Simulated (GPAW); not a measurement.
**Does MnW8S18 (WS227 Mn1) carry moments in GPAW?**

Wanted: the moments of MnW8S18 (WS227 Mn1) and the energy gained by spin polarisation.

Method: PBE; plane waves with GPAW's PAW setups, scalar-relativistic, in GPAW 26.7.0.

### Step 1. Set-up

The cell holds 27 atoms: 1 Mn, 18 S and 8 W. Its edges and angles: a = 9.459 Å, b = 9.459 Å, c = 16.140 Å, α = 90.0°, β = 90.0°, γ = 120.0°. substitutional dopants on the host's measured lattice, atoms not relaxed. Vacuum lies along c.

### Step 2. Run 1 (ferro +)

Parallel moments need no larger cell; this start tests for a ferromagnetic state only.

order1.py

```python
import json
import numpy as np
from ase import Atoms
from ase.parallel import paropen, parprint
from gpaw import GPAW

atoms = Atoms(['Mn', 'S', 'S', 'W', 'S', 'S', 'W', 'S', 'S', 'W', 'S', 'S', 'W', 'S', 'S', 'W', 'S', 'S', 'W', 'S', 'S', 'W', 'S', 'S', 'W', 'S', 'S'],
    cell=[[9.459, 0.0, 0.0],
         [-4.7295, 8.191734, 0.0],
         [0.0, -0.0, 16.14]],
    scaled_positions=[[0.0, 0.0, 0.5],
         [0.222222, 0.111111, 0.597274],
         [0.222222, 0.111111, 0.402726],
         [0.0, 0.333333, 0.5],
         [0.222222, 0.444444, 0.597274],
         [0.222222, 0.444444, 0.402726],
         [0.0, 0.666667, 0.5],
         [0.222222, 0.777778, 0.597274],
         [0.222222, 0.777778, 0.402726],
         [0.333333, 0.0, 0.5],
         [0.555556, 0.111111, 0.597274],
         [0.555556, 0.111111, 0.402726],
         [0.333333, 0.333333, 0.5],
         [0.555556, 0.444444, 0.597274],
         [0.555556, 0.444444, 0.402726],
         [0.333333, 0.666667, 0.5],
         [0.555556, 0.777778, 0.597274],
         [0.555556, 0.777778, 0.402726],
         [0.666667, 0.0, 0.5],
         [0.888889, 0.111111, 0.597274],
         [0.888889, 0.111111, 0.402726],
         [0.666667, 0.333333, 0.5],
         [0.888889, 0.444444, 0.597274],
         [0.888889, 0.444444, 0.402726],
         [0.666667, 0.666667, 0.5],
         [0.888889, 0.777778, 0.597274],
         [0.888889, 0.777778, 0.402726]],
    pbc=True,
    magmoms=[4.5, 0.0, 0.0, 0.0, 0.0, 0.0, 0.0, 0.0, 0.0, 0.0, 0.0, 0.0, 0.0, 0.0, 0.0, 0.0, 0.0, 0.0, 0.0, 0.0, 0.0, 0.0, 0.0, 0.0, 0.0, 0.0, 0.0])
atoms.calc = GPAW(mode={'name': 'pw', 'ecut': 450},
    xc='PBE',
    kpts={'size': (4, 4, 1), 'gamma': True},
    occupations={'name': 'fermi-dirac', 'width': 0.05},
    convergence={'density': 1e-05, 'energy': 1e-05},
    maxiter=200,
    mixer={'name': 'pulay', 'beta': 0.05, 'nmaxold': 6, 'weight': 50},
    symmetry={'tolerance': 1e-4},
    txt='order1.txt')
e = atoms.get_potential_energy(force_consistent=True)
res = {'free_energy': e, 'energy_sigma0': atoms.get_potential_energy(), 'fermi_energy': atoms.calc.get_fermi_level()}
res['moments'] = atoms.get_magnetic_moments().tolist()
res['total'] = atoms.get_magnetic_moment()
parprint('site moments (muB):', np.round(res['moments'], 3))
parprint(f"total moment: {res['total']:.3f} muB")
parprint(f'free energy: {e:.6f} eV')
atoms.calc.write('order1.gpw')
with paropen('results.json', 'w') as f:
    json.dump(res, f)
```

On the command line:

```console
OMP_NUM_THREADS=1 mpirun -n 4 gpaw python order1.py > order1.log
```

Numbers of over 12 decimals in the logs are rounded to 6 here.

Log:

```text
site moments (muB): [ 1.248e+00 -1.500e-02 -1.500e-02 -9.000e-03 -3.000e-03 -3.000e-03
 -9.000e-03 -3.000e-03 -3.000e-03 -9.000e-03 -1.000e-03 -1.000e-03
 -9.000e-03 -1.000e-03 -1.000e-03  1.000e-03 -3.000e-03 -3.000e-03
 -9.000e-03 -1.500e-02 -1.500e-02  5.000e-03 -1.000e-03 -1.000e-03
 -9.000e-03 -1.500e-02 -1.500e-02]
total moment: 0.999 muB
free energy: -196.183865 eV

--- order1.txt ---
Input parameters:
  mode=PW(ecut=450),
  convergence={'density': 1e-05, 'energy': 1e-05},
  kpts=MonkhorstPack(size=(4, 4, 1), gamma=True),
  maxiter=200,
  mixer=Pulay(name='pulay', nmaxold=6, beta=0.05, weight=50, sigma=0.015, g_ss=None),
  occupations=Occupations(name='fermi-dirac', width=0.05),
  symmetry=Symmetry(tolerance=0.0001),
  xc=XC(name='PBE')

Diagonalizing LCAO Hamiltonian
Converting LCAO to pw mode

               S      S       S
                 S       S      S
          W       W       W
                   S       S       S
             W S    W S     W S
               MnS     W S    W S

                   S       S       S

Atoms  # Å, Bohr magnetons
|    | symbol |         x |        y |        z |    initial magnetic moments |
|----|--------|-----------|----------|----------|-----------------------------|
|  0 |     Mn |  0.000000 | 0.000000 | 8.070000 | ( 0.0000,  0.0000,  4.5000) |
|  1 |      S |  1.576498 | 0.910192 | 9.640002 | ( 0.0000,  0.0000,  0.0000) |
|  2 |      S |  1.576498 | 0.910192 | 6.499998 | ( 0.0000,  0.0000,  0.0000) |
|  3 |      W | -1.576498 | 2.730575 | 8.070000 | ( 0.0000,  0.0000,  0.0000) |
|  4 |      S |  0.000000 | 3.640767 | 9.640002 | ( 0.0000,  0.0000,  0.0000) |
|  5 |      S |  0.000000 | 3.640767 | 6.499998 | ( 0.0000,  0.0000,  0.0000) |
|  6 |      W | -3.153002 | 5.461159 | 8.070000 | ( 0.0000,  0.0000,  0.0000) |
|  7 |      S | -1.576503 | 6.371350 | 9.640002 | ( 0.0000,  0.0000,  0.0000) |
|  8 |      S | -1.576503 | 6.371350 | 6.499998 | ( 0.0000,  0.0000,  0.0000) |
|  9 |      W |  3.152997 | 0.000000 | 8.070000 | ( 0.0000,  0.0000,  0.0000) |
| 10 |      S |  4.729505 | 0.910192 | 9.640002 | ( 0.0000,  0.0000,  0.0000) |
| 11 |      S |  4.729505 | 0.910192 | 6.499998 | ( 0.0000,  0.0000,  0.0000) |
| 12 |      W |  1.576498 | 2.730575 | 8.070000 | ( 0.0000,  0.0000,  0.0000) |
| 13 |      S |  3.153006 | 3.640767 | 9.640002 | ( 0.0000,  0.0000,  0.0000) |
| 14 |      S |  3.153006 | 3.640767 | 6.499998 | ( 0.0000,  0.0000,  0.0000) |
| 15 |      W | -0.000005 | 5.461159 | 8.070000 | ( 0.0000,  0.0000,  0.0000) |
| 16 |      S |  1.576503 | 6.371350 | 9.640002 | ( 0.0000,  0.0000,  0.0000) |
| 17 |      S |  1.576503 | 6.371350 | 6.499998 | ( 0.0000,  0.0000,  0.0000) |
| 18 |      W |  6.306003 | 0.000000 | 8.070000 | ( 0.0000,  0.0000,  0.0000) |
| 19 |      S |  7.882502 | 0.910192 | 9.640002 | ( 0.0000,  0.0000,  0.0000) |
| 20 |      S |  7.882502 | 0.910192 | 6.499998 | ( 0.0000,  0.0000,  0.0000) |
| 21 |      W |  4.729505 | 2.730575 | 8.070000 | ( 0.0000,  0.0000,  0.0000) |
| 22 |      S |  6.306003 | 3.640767 | 9.640002 | ( 0.0000,  0.0000,  0.0000) |
| 23 |      S |  6.306003 | 3.640767 | 6.499998 | ( 0.0000,  0.0000,  0.0000) |
| 24 |      W |  3.153002 | 5.461159 | 8.070000 | ( 0.0000,  0.0000,  0.0000) |
| 25 |      S |  4.729500 | 6.371350 | 9.640002 | ( 0.0000,  0.0000,  0.0000) |
| 26 |      S |  4.729500 | 6.371350 | 6.499998 | ( 0.0000,  0.0000,  0.0000) |

Unit cell  # Å
| periodic |         x |         y |         z |   lengths |     angles |
|----------|-----------|-----------|-----------|-----------|------------|
|      yes |  9.459000 |  0.000000 |  0.000000 |  9.459000 |  90.000000 |
|      yes | -4.729500 |  8.191734 |  0.000000 |  9.459000 |  90.000000 |
|      yes |  0.000000 | -0.000000 | 16.140000 | 16.140000 | 120.000001 |

Number of symmetries: 12

BZ-sampling:
  Number of BZ points: 16
  Number of IBZ points: 4

  Monkhorst-Pack size: [4, 4, 1]
  Monkhorst-Pack shift: [0.125, 0.125, 0.0]

K-points  # in reciprocal-cell coordinates
|   |                                coordinates |     weight |
|---|--------------------------------------------|------------|
| 0 | (  0.00000000,   0.00000000,   0.00000000) | 0.06250000 |
| 1 | (  0.25000000,   0.00000000,   0.00000000) | 0.37500000 |
| 2 | (  0.50000000,   0.25000000,   0.00000000) | 0.37500000 |
| 3 | (  0.50000000,   0.50000000,   0.00000000) | 0.18750000 |

Plane wave coefficients: 27199
Cutoff: 450.000000 eV

Spin-components: 2 (collinear spins)
Bands:           148
Projectors:      144
Spin-degeneracy: 1
Datatype:        complex128

Parallelization:
  kpt:    4
  domain: 1
  band:   1

Density:
  Valence electrons: 235.0
  Components: 2
  Grid points: [48 48 80]
  Charge: 0.0  # |e|

Potential:
  Grid points: [48 48 80]

species:
  Mn:
    name:    Manganese
    Z:       25.0
    valence: 15
    core:    10
    charge:  0.0  # [|e|]
    compensation charges:
      type: gauss
      rc: 0.38  # [Å]
      lmax: 2
    cutoffs:
      filter: 2.14  # [Å]
      core: 0.86  # [Å]
    projectors
    | kind |    occ | energy [eV] | rcut [Å] |
    |------|--------|-------------|----------|
    |   3s |  2.000 |     -85.859 |    1.275 |
    |   4s |  2.000 |      -5.106 |    1.275 |
    |   3p |  6.000 |     -54.597 |    1.281 |
    |   4p |  0.000 |      -1.371 |    1.281 |
    |   3d |  5.000 |      -6.771 |    1.138 |
    |    d |        |      20.441 |    1.138 |

    Using partial waves for Mn as LCAO basis

  S:
    name:    Sulfur
    Z:       16.0
    valence: 6
    core:    10
    charge:  0.0  # [|e|]
    compensation charges:
      type: gauss
      rc: 0.24  # [Å]
      lmax: 2
    cutoffs:
      filter: 1.77  # [Å]
      core: 1.66  # [Å]
    projectors
    | kind |    occ | energy [eV] | rcut [Å] |
    |------|--------|-------------|----------|
    |   3s |  2.000 |     -17.254 |    0.974 |
    |   3p |  4.000 |      -7.008 |    0.979 |
    |    s |        |       9.957 |    0.974 |
    |    p |        |      20.203 |    0.979 |
    |    d |        |       0.000 |    0.900 |

    Using partial waves for S as LCAO basis

  W:
    name:    Tungsten
    Z:       74.0
    valence: 14
    core:    60
    charge:  0.0  # [|e|]
    compensation charges:
      type: gauss
      rc: 0.40  # [Å]
      lmax: 2
    cutoffs:
      filter: 2.36  # [Å]
      core: 3.02  # [Å]
    projectors
    | kind |    occ | energy [eV] | rcut [Å] |
    |------|--------|-------------|----------|
    |   5s |  2.000 |     -78.830 |    1.344 |
    |   6s |  2.000 |      -5.697 |    1.344 |
    |   5p |  6.000 |     -43.233 |    1.355 |
    |   6p |  0.000 |      -1.367 |    1.355 |
    |   5d |  4.000 |      -4.494 |    1.228 |
    |    d |        |      22.717 |    1.228 |

    Using partial waves for W as LCAO basis

Reference energy: -3737124.619469  # eV

eigensolver:
  PPCG
  Converge bands: occupied
  niter=2

density mixing:
  Pulay-Mixer
  Linear mixing parameters: 0.05
  Old densities: 6
  Fourier metric: weight=50, sigma=0.015

occupation numbers:
  Fermi-Dirac:
    width: 0.0500  # eV

poisson solver:
  ecut: 3600.000000  # eV

xc functional:
  name: PBE with 2 nearest neighbor stencil

convergence criteria:
- Maximum integral of absolute [dens]ity change: 1e-05 electrons / valence electron
- Maximum [total energy] change in last 3 cyles: 1e-05 eV / valence electron
- Maximum integral of absolute [eigenst]ate change: 4e-08 eV^2 / valence electron
maximum number of iterations: 200

SCF iterations
|iter     |      energy | eigst |  dens |  magmom |
|---------|-------------|-------|-------|---------|
|iter:   1|       0s | -197.586694 | +0.37 |       |  +4.5027|
|iter:   2|      15s | -197.754927 | -0.75 | -1.07 |  +4.3278|
|iter:   3|      29s | -197.083485 | -1.68 | -1.14 |  +4.0790|
|iter:   4|      43s | -195.990212 | -0.87 | -1.19 |  +2.4010|
|iter:   5|      57s | -195.762160 | -2.14 | -1.53 |  +2.6379|
|iter:   6|      72s | -195.802945 | -2.13 | -1.52 |  +2.4060|
|iter:   7|      86s | -195.910330 | -2.30 | -1.60 |  +1.8857|
|iter:   8|     102s | -196.017033 | -2.42 | -1.79 |  +1.2727|
|iter:   9|     116s | -196.039846 | -3.17 | -2.18 |  +1.0427|
|iter:  10|     131s | -196.056643 | -3.55 | -2.32 |  +1.0073|
[... 20 iterations left out ...]
|iter:  31|     439s | -196.150159c| -7.29 | -4.21 |  +0.9995|
|iter:  32|     454s | -196.150147c| -7.48c| -4.32 |  +0.9992|
|iter:  33|     469s | -196.150130c| -7.55c| -4.34 |  +0.9990|
|iter:  34|     477s | -196.150134c| -7.59c| -4.32 |  +0.9993|
|iter:  35|     492s | -196.150146c| -7.28 | -4.42 |  +0.9993|
|iter:  36|     501s | -196.150147c| -8.01c| -4.73 |  +0.9992|
|iter:  37|     509s | -196.150151c| -8.01c| -4.74 |  +0.9990|
|iter:  38|     518s | -196.150149c| -8.06c| -4.85 |  +0.9991|
|iter:  39|     527s | -196.150149c| -8.10c| -4.99 |  +0.9991|
|iter:  40|     535s | -196.150149c| -8.30c| -5.14c|  +0.9991|

Converged in 40 steps
Energy contributions relative to reference atoms: (reference = -3737124.619469)

Energy contributions:
  Kinetic:         146.630199
  Coulomb:        -163.645011
  Zero:              1.057803
  External:          0.000000
  Xc:             -180.159424
  Entropy:          -0.067433
  Spinorbit:         0.000000
  ----------------------------
  Free energy:    -196.183865
  Extrapolated:   -196.150149

dipole moment: (-13.801067, -98.091241, 0.000155)  # |e|*Ang

Total magnetic moment: (0.000000, 0.000000, 0.999072)

Local magnetic moments
|        x |        y |         z |
|----------|----------|-----------|
| 0.000000 | 0.000000 |  1.248299 |  # Mn   0
| 0.000000 | 0.000000 | -0.014759 |  # S    1
| 0.000000 | 0.000000 | -0.014759 |  # S    2
| 0.000000 | 0.000000 | -0.009037 |  # W    3
| 0.000000 | 0.000000 | -0.003305 |  # S    4
| 0.000000 | 0.000000 | -0.003305 |  # S    5
| 0.000000 | 0.000000 | -0.009037 |  # W    6
| 0.000000 | 0.000000 | -0.003305 |  # S    7
| 0.000000 | 0.000000 | -0.003305 |  # S    8
| 0.000000 | 0.000000 | -0.009037 |  # W    9
| 0.000000 | 0.000000 | -0.000989 |  # S   10
| 0.000000 | 0.000000 | -0.000989 |  # S   11
| 0.000000 | 0.000000 | -0.009037 |  # W   12
| 0.000000 | 0.000000 | -0.000989 |  # S   13
| 0.000000 | 0.000000 | -0.000989 |  # S   14
| 0.000000 | 0.000000 |  0.000907 |  # W   15
| 0.000000 | 0.000000 | -0.003305 |  # S   16
| 0.000000 | 0.000000 | -0.003305 |  # S   17
| 0.000000 | 0.000000 | -0.009037 |  # W   18
| 0.000000 | 0.000000 | -0.014759 |  # S   19
| 0.000000 | 0.000000 | -0.014759 |  # S   20
| 0.000000 | 0.000000 |  0.005367 |  # W   21
| 0.000000 | 0.000000 | -0.000989 |  # S   22
| 0.000000 | 0.000000 | -0.000989 |  # S   23
| 0.000000 | 0.000000 | -0.009037 |  # W   24
| 0.000000 | 0.000000 | -0.014759 |  # S   25
| 0.000000 | 0.000000 | -0.014759 |  # S   26

Fermi level: 0.597
Eigenvalues  # (at kpt = [0.000, 0.000, 0.000])
| band index |      eig [eV] | occ [0-1] |      eig [eV] | occ [0-1] |
|------------|---------------|-----------|---------------|-----------|
|          0 |       -80.231 |     1.000 |       -78.819 |     1.000 |
|        ... |               |           |               |           |
|        110 |        -1.790 |     1.000 |        -1.730 |     1.000 |
|        111 |        -1.736 |     1.000 |        -1.526 |     1.000 |
|        112 |        -1.726 |     1.000 |        -1.526 |     1.000 |
|        113 |        -1.726 |     1.000 |        -1.449 |     1.000 |
|        114 |        -0.805 |     1.000 |        -0.592 |     1.000 |
|        115 |        -0.695 |     1.000 |        -0.441 |     1.000 |
|        116 |        -0.695 |     1.000 |        -0.441 |     1.000 |
|        117 |         0.375 |     0.988 |         0.853 |     0.006 |
|        118 |         0.807 |     0.015 |         1.299 |     0.000 |
|        119 |         0.808 |     0.014 |         1.299 |     0.000 |
|        120 |         1.049 |     0.000 |         1.481 |     0.000 |
|        121 |         1.049 |     0.000 |         1.560 |     0.000 |
|        122 |         1.493 |     0.000 |         1.560 |     0.000 |
|        123 |         1.753 |     0.000 |         1.785 |     0.000 |
|        124 |         2.107 |     0.000 |         2.111 |     0.000 |
|        ... |               |           |               |           |
|        147 |         4.047 |     0.000 |         4.043 |     0.000 |

No gap
No difference between direct/indirect transitions
```

It took 9.4 min on 4 MPI ranks of AMD EPYC 7B13 (Zen 3), shared host; peak memory 3.6 GiB; 38 min of CPU time.

Spin moment in the augmentation sphere by element, in μB:

| element | atoms | mean | spread (r.m.s.) | least | largest |
| --- | --- | --- | --- | --- | --- |
| Mn | 1 | 1.25 | 0.00 | 1.25 | 1.25 |
| S | 18 | -0.01 | 0.01 | -0.01 | 0.00 |
| W | 8 | -0.01 | 0.01 | -0.01 | 0.01 |

The atoms farthest from the mean of their element:

| atom | x, y, z (Å) | spin moment in the augmentation sphere (μB) |
| --- | --- | --- |
| W22 | 4.73, 2.73, 8.07 | 0.01 |
| S2 | 1.58, 0.91, 9.64 | -0.01 |
| S20 | 7.88, 0.91, 9.64 | -0.01 |
| S3 | 1.58, 0.91, 6.50 | -0.01 |
| S26 | 4.73, 6.37, 9.64 | -0.01 |
| S21 | 7.88, 0.91, 6.50 | -0.01 |
| S27 | 4.73, 6.37, 6.50 | -0.01 |
| W16 | 0.00, 5.46, 8.07 | 0.00 |

This step gave:

```yaml
magnetization: 0.9991 μB
final_state: ferromagnetic
```

After 40 cycles the largest moment stands at 1.25 μB.

(Continued in part 2 of 2.)

[Logs and program files are shortened in this print: banners, set-up blocks, solver, clock and traceback lines can be left out without a mark of their own.]

[Logs are printed without paths, hosts, clocks, repeated set-up lines and the standing remarks that a program may print on its own settings, such as how far it seeks lower states.]

[Hosts, paths, dates, database ids (printed as entryN), source tags and the programs' standing remarks are cut or masked in the printed files.]

[Where a cell is said to come from a database of computed structures, the database is the Materials Project.]

[Lattice constants of own cells that a recipe calls measured were typed without a cited source.]
